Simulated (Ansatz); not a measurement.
**What BeCd (built on the sites of a database entry of BaZn) distorts into**

Aim: this structure of BeCd (built on the sites of a database entry of BaZn) is to be tested for unstable modes, and one is followed downhill.

Calculated with Ansatz 0.2.0; DFT PBEsol, scalar-relativistic, plane waves, PseudoDojo norm-conserving pseudopotentials.

The structure was built from a prototype and need not be the compound's stable phase.

### Step 1. The starting structure

Symmetry: Pm-3m, No. 221, cubic system. Conventional cell: a = 3.061 Å, b = 3.061 Å, c = 3.061 Å, α = 90.00°, β = 90.00°, γ = 90.00°. Nearest to Be lie 8 Cd at 2.65 Å. Nearest to Cd lie 8 Be at 2.65 Å. Farther neighbours are not listed.

### Step 2. Response at finite wavevector

The cell comes from relaxations at this level that are not shown. Stability and thermal properties need the whole zone. Linear response on a 2×2×2 q mesh gives force constants as far as a supercell of that size would.

The input, input.yaml:

```yaml
crystal:
  lattice:
    - [3.060635456, 0.0, 0.0]
    - [0.0, 3.060635456, 0.0]
    - [0.0, 0.0, 3.060635456]
  atoms:
    - { symbol: Be, position: [0.0, 0.0, 0.0] }
    - { symbol: Cd, position: [0.5, 0.5, 0.5] }
kpoints:
  mp_grid: { grid: [16, 16, 16] }
hamiltonian:
  xc: pbesol
  pseudopotentials: { kind: nc, accuracy: standard }
scf:
  occupations: { method: methfessel_paxton, width: 0.2 }
output:
  eigenvalues: true
phonons:
  method: dfpt
  qmesh: [2, 2, 2]
  temperatures: { t_max: 1000, t_step: 50 }
  qpath:
    path:
      - [[0.0, 0.0, 0.0], [0.0, 0.5, 0.0], [0.5, 0.5, 0.0], [0.0, 0.0, 0.0], [0.5, 0.5, 0.5], [0.0, 0.5, 0.0]]
      - [[0.5, 0.5, 0.5], [0.5, 0.5, 0.0]]
    npoints: 10
```

Run with:

```
ansatz run input.yaml --threads 4 --pin off --max-ram 7168MiB --backend cpu --events-out ev --progress --plain --runs-dir out
```

Numbers of over 12 decimals in the logs are rounded to 6 here.

What it wrote:

```text
Engine: ansatz 0.2.0, aarch64-unknown-linux-gnu
Pseudopotentials: kind: nc
Pseudopotential: Be, nc, valence charge 4, recommended cutoff 1197.300995 eV (normal), Be.nc.azcp (PseudoDojo's, or run here from an input of PseudoDojo's; its table is named by hamiltonian.pseudopotentials.accuracy)
Pseudopotential: Cd, nc, valence charge 20, recommended cutoff 1387.780699 eV (normal), Cd.nc.azcp (PseudoDojo's, or run here from an input of PseudoDojo's; its table is named by hamiltonian.pseudopotentials.accuracy)
Functional definition: PBEsol
  exchange = pbesol_x
  correlation = pbesol_c
Crystal: 2 atoms, lattice volume = 28.670 Å³
Basis set: ecut = 1387.780699 eV, 3407 PW (Γ), exchange–correlation on 80×80×80 points (8 copies of the dense FFT grid, shifted against one another)
Bands: 16, of which v1, the nominal top of the filled ones, is band 12 counted from 1 (11 counted from 0)
Symmetry: 48 space group operations
k-points: 165 of 4096
Non-local potential: Be, projectors of the file, l = 0: 2, l = 1: 2
Non-local potential: Cd, projectors of the file, l = 0: 2, l = 1: 2, l = 2: 2
Initial density: superposition of atomic densities (chi_scale 0.1, normalization cell, long waves kept (reshape's long-wave potential 0.00 eV rms))
Initial wavefunctions: pseudopotential atomic-orbital guess
Functional: x = pbesol(κ = 0.804, μ = 0.123457), c = pbesol(β = 0.046)
SCF iter   1: F=—  HF=-5144.888884 eV  |F-HF|=—  |Δ(HF+E_count)|=         —  Δρ=5.70e-2  dr2=1.25e0  ethr=3.10e-3  ⟨swp⟩=6.2  Hψ=15181  notcnv=0
preconditioner: auto → none  [metal: Δε(μ)=0.021 eV  Ē_g=12.228 eV  σ=0.200 eV  W_gap=0.09  n_scr=6 (ndim 8)  ℏωp=25.9 eV  f_vac=0.000  D(μ)=0.71/eV (n_scr^D=6)  sad-step TF]
SCF iter   2: F=—  HF=-5144.566683 eV  |F-HF|=—  |Δ(HF+E_count)|=   3.22e-1  S|Δr|=    0.00e0  Δρ=2.59e-2  dr2=2.40e-1  ethr=3.10e-3  ⟨swp⟩=2.7  Hψ=5648  notcnv=0  defer=5
SCF iter   3: F=—  HF=-5144.480043 eV  |F-HF|=—  |Δ(HF+E_count)|=   8.66e-2  S|Δr|=    0.00e0  Δρ=5.39e-3  dr2=6.39e-3  ethr=1.00e-3  ⟨swp⟩=2.1  Hψ=4399  notcnv=0  defer=6
SCF iter   4: F=—  HF=-5144.478629 eV  |F-HF|=—  |Δ(HF+E_count)|=   1.41e-3  S|Δr|=    0.00e0  Δρ=1.53e-3  dr2=2.18e-4  ethr=2.66e-5  ⟨swp⟩=2.1  Hψ=4799  notcnv=0  defer=6
SCF iter   5: F=—  HF=-5144.478624 eV  |F-HF|=—  |Δ(HF+E_count)|=   5.20e-6  S|Δr|=    0.00e0  Δρ=1.90e-4  dr2=2.85e-6  ethr=9.10e-7  ⟨swp⟩=2.7  Hψ=4778  notcnv=0  defer=6
SCF iter   6: F=—  HF=-5144.478629 eV  |F-HF|=—  |Δ(HF+E_count)|=   5.68e-6  S|Δr|=    0.00e0  Δρ=3.56e-5  dr2=7.37e-8  ethr=1.19e-8  ⟨swp⟩=2.0  Hψ=4575  notcnv=0  defer=6
SCF iter   7: F=—  HF=-5144.478624 eV  |F-HF|=—  |Δ(HF+E_count)|=   5.47e-6  S|Δr|=    0.00e0  Δρ=3.47e-6  dr2=9.90e-10  ethr=3.07e-10  ⟨swp⟩=2.0  Hψ=4547  notcnv=0  defer=6
SCF iter   8: F=—  HF=-5144.478624 eV  |F-HF|=—  |Δ(HF+E_count)|=  1.33e-10  S|Δr|=    0.00e0  Δρ=2.99e-7  dr2=1.25e-11  ethr=4.12e-12  ⟨swp⟩=2.1  Hψ=4652  notcnv=0  defer=6
SCF iter   9: F=-5144.478624 eV  HF=-5144.478624 eV  |F-HF|=1.82e-12  |Δ(HF+E_count)|=  3.64e-12  S|Δr|=    0.00e0  Δρ=4.07e-8  dr2=2.69e-13  ethr=1.00e-12  ⟨swp⟩=7.7  Hψ=16097  notcnv=0
SCF 1 converged in 9 iterations: F = -5144.478624 eV  dr2 = 2.69e-13
Initial density: read from a saved state, or passed on in memory by an earlier SCF of this step, an earlier step, the calling program or the single point that the run made first
iter 1 solved again at ethr=2.11e-7 eV; its pass at ethr=3.10e-3 eV (dr2=5.06e-5 eV) is discarded
SCF iter   1: F=—  HF=-5144.478630 eV  |F-HF|=—  |Δ(HF+E_count)|=         —  Δρ=1.58e-6  dr2=2.47e-10  ethr=2.11e-7  ⟨swp⟩=4.0  Hψ=25348  notcnv=0
eigensolver tolerance schedule: the retry pair's looser diagonalisation over-reported the residual by 204404.99 of it (diagonalisation noise at an unbounded share of the residual, at the tolerance the schedule requests for it); recorded, not acted on — ethr = c·dr2/N_el stays at c = 1.0e-1
preconditioner: auto → none  [metal: Δε(μ)=0.013 eV  Ē_g=13.270 eV  σ=0.200 eV  W_gap=0.05  n_scr=6 (ndim 8)  ℏωp=25.9 eV  f_vac=0.000  D(μ)=0.73/eV (n_scr^D=6)]
SCF iter   2: F=—  HF=-5144.478624 eV  |F-HF|=—  |Δ(HF+E_count)|=   6.37e-6  S|Δr|=    0.00e0  Δρ=1.16e-6  dr2=2.02e-10  ethr=1.03e-12  ⟨swp⟩=5.0  Hψ=8945  notcnv=0
SCF iter   3: F=—  HF=-5144.478624 eV  |F-HF|=—  |Δ(HF+E_count)|=  5.55e-11  S|Δr|=    0.00e0  Δρ=5.93e-7  dr2=4.01e-11  ethr=1.00e-12  ⟨swp⟩=2.2  Hψ=4145  notcnv=0
SCF iter   4: F=—  HF=-5144.478624 eV  |F-HF|=—  |Δ(HF+E_count)|=  9.09e-12  S|Δr|=    0.00e0  Δρ=4.21e-7  dr2=1.82e-11  ethr=1.00e-12  ⟨swp⟩=1.0  Hψ=2640  notcnv=0
SCF iter   5: F=—  HF=-5144.478624 eV  |F-HF|=—  |Δ(HF+E_count)|=  3.64e-12  S|Δr|=    0.00e0  Δρ=3.27e-7  dr2=1.05e-11  ethr=1.00e-12  ⟨swp⟩=3.8  Hψ=7379  notcnv=0
SCF iter   6: F=-5144.478624 eV  HF=-5144.478624 eV  |F-HF|=5.46e-12  |Δ(HF+E_count)|=  9.09e-13  S|Δr|=    0.00e0  Δρ=2.82e-7  dr2=7.97e-12  ethr=1.00e-12  ⟨swp⟩=1.3  Hψ=3436  notcnv=0
SCF 2 converged in 6 iterations: F = -5144.478624 eV  dr2 = 7.97e-12
phonons: the bands overlap, so this run is a metal and interpolates without the dipole-dipole term. If the crystal is really an insulator or semiconductor, its LO-TO splitting is missing
NSCF: frozen V_eff on 165 k-points
NSCF: frozen V_eff on 405 k-points
DFPT response loops at q = (0, 0, 0) (fractional): preconditioner auto → Kerker (q_TF=auto, 2.649 Å⁻¹) (partly filled bands, converged f_vac=0.000); β = 1.00, the filter's whole step (`scf.mixing.beta` (0.50) is not read by the response loops under this deck's `scf.mixing.preconditioner`; to damp them name `kerker` or `kerker_dos`, under which they read `scf.mixing.beta`, and type it under 1.00, their step now; both keys bind the ground state too); Broyden in place of MSR1
NSCF: frozen V_eff on 1458 k-points
DFPT response loops at q = (0, 0, -0.5) (fractional): mixed as the last ones told, above
NSCF: frozen V_eff on 1458 k-points
DFPT response loops at q = (0, -0.5, -0.5) (fractional): mixed as the last ones told, above
NSCF: frozen V_eff on 810 k-points
DFPT response loops at q = (-0.5, -0.5, -0.5) (fractional): mixed as the last ones told, above
SCF converged after 9 iterations
Stability not checked: this state was not tested for a lower state beside it, because cold or Methfessel-Paxton smearing, or corrected tetrahedra, fill the levels in a way that the test cannot read (fill_not_monotonic; see scf.lower_state_search)
Free energy (F): -5144.478624 eV
Harris-Foulkes:  -5144.478624 eV  (|F-HF|=1.82e-12)
Internal energy: -5144.477630 eV  (E = F + TS)
E sigma→0 (E₀):  -5144.478375 eV
Entropy (-TS):   -0.000994 eV (-0.497 meV/atom)
Fermi energy:    14.514879 eV
--- Per-component energies (eV) ---
  E_band       = -568.997604
  E_kinetic    = 1899.123897
  E_local      = -4515.829743  (includes V_loc(G=0)·N_el)
  E_nonlocal   = -164.327405
  E_hartree    = 1433.821814
  E_xc         = -718.862437
  E_vxc        = -655.608012  (∫ρ·V_xc dr)
  E_ewald      = -3078.403755
  E_smearing   = -0.000994  (= −TS)
  E_closure    = 0.000000  (closes the sum)
  Σ components = -5144.478624   (vs F -5144.478624, Δ=0.00e0)
--- Band table (eV; the first three rows and the last of 165) ---
  k-point 0: bands = [... 8 lower, 5.1196, 5.1196, 5.1196, 17.0316, 17.0316, 17.0316, 23.1648, 23.1648]
  k-point 1: bands = [... 8 lower, 5.1010, 5.1010, 5.1212, 16.6031, 17.1141, 17.1141, 23.1749, 23.4403]
  k-point 2: bands = [... 8 lower, 5.0487, 5.0487, 5.1258, 15.5854, 17.3572, 17.3572, 23.2045, 23.5848]
  k-point 164: bands = [... 8 lower, 5.5686, 5.5686, 15.9665, 15.9665, 15.9665, 15.9778, 15.9778, 15.9778]
--- Phonons (Γ-DFPT): 2 representative perturbations + reference (Σ response iterations 6) ---
  ASR residual: 1.779e-4 → 0.000e0 eV/Å²; symmetrization residual: 4.152e-6 eV/Å²
  ASR residual per site (eV/Å²): 9.43e-6 1.78e-4
  Γ frequencies (cm⁻¹): 0.00 0.00 0.00 287.79 287.79 287.79
--- Phonons (arbitrary-q DFPT): 4 irreducible q on the 2×2×2 mesh ---
  q = [0.0000, 0.0000, 0.0000] (star 1, of the zone-centre solve; hermiticity 3.27e-6, symmetrization 3.02e-14): -0.00 -0.00 0.00 287.79 287.79 287.79
  q = [0.0000, 0.0000, -0.5000] (star 3, 4 solved perturbations in 2268 linear systems a pass and spin channel, the states on 729 of 4096 k-point pairs; hermiticity 2.62e-13, symmetrization 8.44e-13, the responses' own estimated error 3.9e-5 eV/Å²): 69.89 69.89 143.27 265.61 265.61 288.97
  q = [0.0000, -0.5000, -0.5000] (star 3, 4 solved perturbations in 2268 linear systems a pass and spin channel, the states on 729 of 4096 k-point pairs; hermiticity 3.60e-6, symmetrization 6.36e-14, the responses' own estimated error 6.4e-5 eV/Å²): -136.83 -136.83 81.90 264.22 264.22 350.56
  q = [-0.5000, -0.5000, -0.5000] (star 1, 2 solved perturbations on 405 of 4096 k-point pairs; hermiticity 1.05e-12, symmetrization 5.93e-12, the responses' own estimated error 5.2e-5 eV/Å²): 100.11 100.11 100.11 116.62 116.62 116.62
  sum rule: each row above includes the acoustic sum rule's correction from the zone centre's row sums; it moved no ω² by more than (0.66 cm⁻¹)²
  mesh force constants: q→R imaginary residual 3.37e-17; ASR residual 1.779e-4 → 0.000e0 eV/Å²; symmetrization residual 3.109e-15 eV/Å²
  interpolated dispersion: 62 rows × 6 modes
  density of states and harmonic sums: on the 20×20×20 q-mesh, interpolated from the force constants of a 2×2×2 supercell (no non-analytic term)
  largest difference from the sums on the solved wave vectors: F 2.71e-2 eV, S 2.89e-5 and C_V 5.35e-6 eV/K
  zero-point energy: 0.058342 eV/cell   skipped modes (ω ≤ 0): 314, of them read as no rigid motion or as one in doubt: 311 (1.156e0 modes/cell left out, lowest -136.83 cm⁻¹)   left out of the sums: 1.93e-1 of the cell's modes: C_V's classical limit lies that fraction below 3 k_B per atom; for a crystal, a wire or a layer, F and S can be off by more, and a phonons.interpolated_qmesh denser along its periods is the remedy for the sampling
```

Wall time 7 min (4 threads of Arm Neoverse N1, shared host); peak memory 3.4 GiB; 28 min of CPU time.

Numbers from this step:

- volume per atom: 14.34 Å³
- gap on the k-mesh: 0 eV
- sum-rule residual before enforcement: 1.78e-4 eV/Å²
- lowest frequency on the path: -136.8 cm⁻¹
- point group: m-3m
- highest frequency on the path or at a solved wavevector: 350.6 cm⁻¹
- highest optical mode at the zone centre (no LO-TO term): 287.8 cm⁻¹
- lowest optical zone-centre mode: 287.8 cm⁻¹
- lowest mode on the q mesh (acoustic modes at Γ apart): -136.8 cm⁻¹

Frequencies (cm⁻¹) solved at each irreducible wavevector; negative means imaginary. Frequencies by wavevector, by row:

| q in reciprocal lattice units | star | mode 1 | mode 2 | mode 3 | mode 4 | mode 5 | mode 6 |
| --- | --- | --- | --- | --- | --- | --- | --- |
| 0 0 0 | 1 | 0 | 0 | 0 | 287.8 | 287.8 | 287.8 |
| 0 0 -0.5 | 3 | 69.9 | 69.9 | 143.3 | 265.6 | 265.6 | 289 |
| 0 -0.5 -0.5 | 3 | -136.8 | -136.8 | 81.9 | 264.2 | 264.2 | 350.6 |
| -0.5 -0.5 -0.5 | 1 | 100.1 | 100.1 | 100.1 | 116.6 | 116.6 | 116.6 |

Interpolated from a 2×2×2 q mesh, rough between the solved points. Phonon branches along the path, in cm⁻¹:

| point | branch 1 | branch 2 | branch 3 | branch 4 | branch 5 | branch 6 |
| --- | --- | --- | --- | --- | --- | --- |
| Γ | 0 | 0 | 0 | 288 | 288 | 288 |
| halfway | 47 | 47 | 100 | 277 | 277 | 289 |
| X | 70 | 70 | 143 | 266 | 266 | 289 |
| halfway | -65 | 21 | 76 | 266 | 272 | 311 |
| M | -137 | -137 | 82 | 264 | 264 | 351 |
| halfway | -57 | 65 | 99 | 262 | 286 | 294 |
| Γ | 0 | 0 | 0 | 288 | 288 | 288 |
| halfway | 49 | 49 | 50 | 268 | 268 | 268 |
| R | 100 | 100 | 100 | 117 | 117 | 117 |
| halfway | -93 | 27 | 102 | 244 | 244 | 275 |
| X | 70 | 70 | 143 | 266 | 266 | 289 |
| jump to R | 100 | 100 | 100 | 117 | 117 | 117 |
| halfway | -110 | -110 | 101 | 222 | 222 | 258 |
| M | -137 | -137 | 82 | 264 | 264 | 351 |

The phonon branches as a text plot (rows in cm⁻¹):

```
    340 |            *****                                     **
    320 |           *     *                                   *
    300 |          *       *** *
    280 |***********      **************            ******
    259 |      ****************         ***        * *****   * **
    239 |                                ***        *         *
    219 |                                  *      **        **
    198 |                                   *    **         *
    178 |                                   *    **        *
    158 |                                    *  **
    137 |      ***                           *          ***
    117 |    **   *                           ******   *  **
     97 |   *                ***     **       **    ***     ***
     76 |      **************       *  *    **        *****    **
     56 |  ****              ** *       ****    *    *  *
     36 | **      *            *** * ***            *  *
     16 |**                      * **        *
     -5 |                       ***              *
    -25 |          *           *
    -45 |                 *   *          **       **  *
    -66 |           *        *              *    *   *     *
    -86 |           *      **              *      * *       *
   -106 |            *   **                        *         *
   -127 |             ****                                    ***
         Γ      X      M          Γ            R        X|R     M
```

Symmetry leaves 4 wavevectors to solve. The lowest mode among them, the acoustic zeros apart, lies at q = (0, -0.5, -0.5) and is imaginary, 136.8i cm⁻¹, so the energy falls along it.

### Step 3. The mode frozen in, largest atomic shift 0 Å

The mode followed lies at q = (0, -0.5, -0.5) with frequency 136.8i cm⁻¹ and is 2-fold degenerate, the softest among the wavevectors solved. At small amplitude the distorted cell has space group no. 65 by a symmetry search on the positions. The undistorted cell that holds it gives the zero of energy on the same k mesh.

System of this step: BeCd (built on the sites of a database entry of BaZn). The structure is cubic, space group Pm-3m (No. 221). The conventional cell has a = 3.061 Å, b = 3.061 Å, c = 3.061 Å, α = 90.00°, β = 90.00°, γ = 90.00°. Nearest to Be lie 8 Cd at 2.65 Å. Nearest to Cd lie 8 Be at 2.65 Å. Farther neighbours are not listed.

input.yaml, the sections that differ from step 2:

```yaml
crystal:
  lattice:
    - [-3.060635456, 0.0, 0.0]
    - [0.0, -3.060635456, -3.060635456]
    - [0.0, -3.060635456, 3.060635456]
  atoms:
    - { symbol: Be, position: [1.0, 0.5, 0.5] }
    - { symbol: Be, position: [1.0, 0.0, 0.0] }
    - { symbol: Cd, position: [0.5, 0.0, 0.5] }
    - { symbol: Cd, position: [0.5, 0.5, 0.0] }
kpoints:
  mp_grid: { grid: [14, 10, 10] }
output:
  forces: true
  stress: true
  eigenvalues: true
# hamiltonian, scf: as in step 2
# phonons: removed
```

What it wrote:

```text
[...]
Crystal: 4 atoms, lattice volume = 57.341 Å³
Basis set: ecut = 1387.780699 eV, 6755 PW (Γ), exchange–correlation on 80×108×108 points (8 copies of the dense FFT grid, shifted against one another)
Bands: 29, of which v1, the nominal top of the filled ones, is band 24 counted from 1 (23 counted from 0)
Symmetry: 32 space group operations
[...]
k-points: 168 of 1400
[...]
k-point 0: bands = [... 20 lower, 5.5357, 10.7164, 10.7164, 13.5259, 14.5607, 17.0346, 17.0347, 17.0347, ... 1 higher]
  k-point 1: bands = [... 20 lower, 5.4734, 10.1144, 10.8457, 13.9208, 14.9203, 16.7453, 16.8645, 17.1399, ... 1 higher]
  k-point 2: bands = [... 20 lower, 5.3055, 9.0031, 11.2140, 14.2179, 16.0333, 16.1937, 16.4418, 17.4470, ... 1 higher]
  k-point 167: bands = [... 20 lower, 10.7165, 10.7165, 10.7165, 10.7165, 13.5259, 13.5259, 14.5606, 14.5606, ... 1 higher]
[key lines of the parts left out:]
SCF converged after 7 iterations
Free energy (F): -10288.963428 eV
Fermi energy:    14.464566 eV
P = ⅓ Tr σ = -0.2116 GPa (-2.116 kbar)
```

Wall time 26 s (4 threads); peak memory 1.2 GiB.

This step gave:

```yaml
pressure: -0.2116 GPa
energy_from_the_undistorted_cell: 0 meV/atom
```

The run ends at a pressure of -0.21 GPa.

### Step 4. The mode frozen in, largest atomic shift 0.32 Å

The atoms are moved along the unstable eigenvector, the largest shift by 0.32 Å, with the cell fixed.

input.yaml, the sections that differ from step 3:

```yaml
crystal:
  lattice:
    - [-3.060635456, 0.0, 0.0]
    - [0.0, -3.060635456, -3.060635456]
    - [0.0, -3.060635456, 3.060635456]
  atoms:
    - { symbol: Be, position: [1.0, 0.4477232744, 0.5522767256] }
    - { symbol: Be, position: [1.0, 0.0522767256, -0.0522767256] }
    - { symbol: Cd, position: [0.5, -0.0183773141, 0.4816226859] }
    - { symbol: Cd, position: [0.5, 0.5183773141, 0.0183773141] }
# kpoints, hamiltonian, scf, output: as in step 3
```

What it wrote:

```text
[...]
Crystal: 4 atoms, lattice volume = 57.341 Å³
Basis set: ecut = 1387.780699 eV, 6755 PW (Γ), exchange–correlation on 80×108×108 points (8 copies of the dense FFT grid, shifted against one another)
Bands: 29, of which v1, the nominal top of the filled ones, is band 24 counted from 1 (23 counted from 0)
Symmetry: 8 space group operations
[...]
k-points: 248 of 1400
[...]
k-point 0: bands = [... 20 lower, 5.4749, 10.5854, 11.0176, 12.9086, 14.3765, 16.9822, 17.6983, 18.1047, ... 1 higher]
  k-point 1: bands = [... 20 lower, 5.4193, 10.1002, 10.9528, 13.3530, 14.6830, 17.0841, 17.4503, 17.8008, ... 1 higher]
  k-point 2: bands = [... 20 lower, 5.2707, 8.9891, 11.2573, 13.6873, 15.5858, 16.7554, 17.3798, 17.4734, ... 1 higher]
  k-point 247: bands = [... 20 lower, 10.5743, 10.6170, 10.8210, 10.9367, 13.4348, 13.4620, 14.4654, 14.5504, ... 1 higher]
[key lines of the parts left out:]
SCF converged after 8 iterations
Free energy (F): -10289.030673 eV
Fermi energy:    14.208968 eV
P = ⅓ Tr σ = 0.9838 GPa (9.838 kbar)
```

Elapsed: 43 s, on 4 threads; peak memory 1.5 GiB; 2.8 min of CPU time.

Numbers from this step:

```yaml
pressure: 0.9838 GPa
energy_from_the_undistorted_cell: -16.77 meV/atom
```

The energy, extrapolated to zero smearing, is -16.77 meV/atom against the undistorted cell.

The run ends at a pressure of 0.98 GPa, with forces up to 0.56 eV/Å.

### Step 5. Energy along the mode, all amplitudes (two of the runs are shown above)

An imaginary frequency means negative curvature, so the energy should fall and then rise again as anharmonic terms take over.

This step gave:

* depth at the lowest point sampled: 16.77 meV/atom
* largest atomic shift at that point: 0.32 Å

The energy from the parent by largest atomic shift:

| largest atomic shift (Å) | energy from the parent (meV/atom) |
| --- | --- |
| 0.000 | 0 |
| 0.040 | -0.52 |
| 0.080 | -2.01 |
| 0.140 | -5.68 |
| 0.220 | -11.8 |
| 0.320 | -16.8 |
| 0.450 | -1.82 |
| 0.600 | 104 |

Displacement at unit largest shift by atom:

| atom | x (Å) | y (Å) | z (Å) | size |
| --- | --- | --- | --- | --- |
| Be1 | 0.00 | 0.00 | 1.00 | 1.00 |
| Be2 | 0.00 | 0.00 | -1.00 | 1.00 |
| Cd3 | 0.00 | 0.35 | 0.00 | 0.35 |
| Cd4 | 0.00 | -0.35 | 0.00 | 0.35 |

The lowest of the steps tried is at 0.32 Å, 16.8 meV/atom below the parent; the bottom of the well need not coincide with a step.

(Continued in part 2 of 2.)

[Logs are printed without paths, hosts, clocks, repeated set-up lines and the standing remarks that a program may print on its own settings, such as how far it seeks lower states.]

[Hosts, paths, dates, database ids (printed as entryN), source tags and the programs' standing remarks are cut or masked in the printed files.]
